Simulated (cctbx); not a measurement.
**Accept or mend?**

Cell a = 10.6270 Å, b = 4.6390 Å, c = 10.6590 Å, α = 90.00°, β = 94.31°, γ = 90.00°; space group Cm (no. 8). The compound is Ca4Cu5GePb2.

Simulated single-crystal data (cctbx): Mo Kα, λ = 0.71073 Å, to d = 0.77 Å, 50 % of the full sphere, strongest reflection 40000 counts, noise from counting, a 4 % proportional error and a noise floor of 15 counts (s.d.); no absorption.

An isotropic refinement with weights 1/σ² prints:

```text
Rint 0.024, 935 unique reflections to 0.77 A
cycle     R1     wR2    GooF  max shift (A)
   1  0.6431  0.8988  17.469   0.07694
  10  0.2345  0.4961   9.642   0.02766
final R1 0.2255 wR2 0.4808 GooF 9.345  parameters 36  data/parameter 26.0
atom        x        y        z      Ueq    occ   su(xyz)  su(Uiso or U11)
Pb1    0.50657  0.00000  0.81878   0.0079  1.000  0.00045  0.0021
Pb2    0.50487  0.50000  0.33933   0.0029  1.000  0.00041  0.0017
Ge1    0.19338  0.00000  0.51711   0.0169  1.000  0.00187  0.0038
Cu1    0.11547  0.50000  0.62277   0.0205  1.000  0.00238  0.0050
Cu2    0.08541  0.00000  0.11523   0.0224  1.000  0.00249  0.0052
Cu3    0.39453  0.50000  0.95766   0.0309  1.000  0.00274  0.0061
Cu4    0.40361  0.00000  0.42295   0.0224  1.000  0.00236  0.0051
Cu5    0.19096  0.50000  0.01553   0.0209  1.000  0.00235  0.0047
Ca1    0.41727  0.50000  0.57751   0.0233  1.000  0.00423  0.0093
Ca2    0.42092  0.00000  0.10444   0.0220  1.000  0.00427  0.0080
Ca3    0.19961  0.00000  0.81465   0.0203  1.000  0.00370  0.0074
Ca4    0.18901  0.50000  0.31597   0.0203  1.000  0.00372  0.0072
difference map: max 65.98 min -32.97 rms 3.74
Q1    1.0000  0.0000  0.3358    2   66.21  0.06 A from Pb2
Q2    0.0043  0.5000  0.8219    2   61.25  0.04 A from Pb1
Q3    0.4197  0.5000  0.8915    2   52.34  0.77 A from Cu3
Q4    0.1248  0.0000  0.1357    2   43.01  0.46 A from Cu2
Q5    0.0952  0.5000  0.2674    2   38.34  1.09 A from Ca4
Q6    0.4035  0.0000  0.3932    2   32.28  0.32 A from Cu4
```

**Question.** Can this result stand? If not, what is the likely fault?

Mend it. The fault: start far from the minimum. Against the right model at the same level, R1 goes from 0.0200 to 0.2255 and GooF from 0.96 to 9.35, U of Pb2 shrinks from 0.0082 to 0.0029 Å² and the top difference peak, 66.2 e/Å³, lies on Pb2. Least squares finds the nearest minimum, not the best. The fit had not settled when the cycles ran out.

The compound is Ca4Cu5GePb2. The right model at the same level gives:

```text
Rint 0.024, 935 unique reflections to 0.77 A
cycle     R1     wR2    GooF  max shift (A)
   1  0.1615  0.4005   7.784   0.11737
   4  0.0200  0.0496   0.965   0.00023
final R1 0.0200 wR2 0.0496 GooF 0.965  parameters 36  data/parameter 26.0
atom        x        y        z      Ueq    occ   su(xyz)  su(Uiso or U11)
Pb1    0.48925  0.00000  0.81467   0.0103  1.000  0.00003  0.0002
Pb2    0.48786  0.50000  0.33584   0.0082  1.000  0.00003  0.0002
Ge1    0.17737  0.00000  0.50841   0.0111  1.000  0.00014  0.0003
Cu1    0.10126  0.50000  0.60790   0.0148  1.000  0.00016  0.0004
Cu2    0.09818  0.00000  0.12592   0.0135  1.000  0.00016  0.0003
Cu3    0.40510  0.50000  0.88961   0.0115  1.000  0.00016  0.0003
Cu4    0.38744  0.00000  0.39825   0.0126  1.000  0.00016  0.0003
Cu5    0.17937  0.50000  0.00303   0.0115  1.000  0.00016  0.0003
Ca1    0.39630  0.50000  0.61088   0.0130  1.000  0.00027  0.0005
Ca2    0.39215  0.00000  0.09830   0.0159  1.000  0.00028  0.0006
Ca3    0.19202  0.00000  0.81655   0.0146  1.000  0.00027  0.0005
Ca4    0.18175  0.50000  0.31071   0.0157  1.000  0.00027  0.0005
difference map: max 1.14 min -1.00 rms 0.24
Q1    0.3209  0.0000  0.5605    2    1.19  1.58 A from Ge1
Q2    0.1988  0.5000  0.6674    2    1.09  1.17 A from Cu1
Q3    0.4888  0.0000  0.9341    2    1.03  1.27 A from Pb1
Q4    0.3314  0.5000  0.2571    2    1.03  1.73 A from Ca4
Q5    0.1979  0.5000  0.6054    2    1.02  1.03 A from Cu1
Q6    0.4679  0.5000  0.4416    2    0.97  1.16 A from Pb2
```

The model was made for the exercise: a known structure type with other elements put in, its volume estimated, not relaxed; displacement parameters are assumed.

[Middle refinement cycles are left out of these outputs.]

[Logs are printed without paths, hosts, clocks, repeated set-up lines and the standing remarks that a program may print on its own settings, such as how far it seeks lower states.]
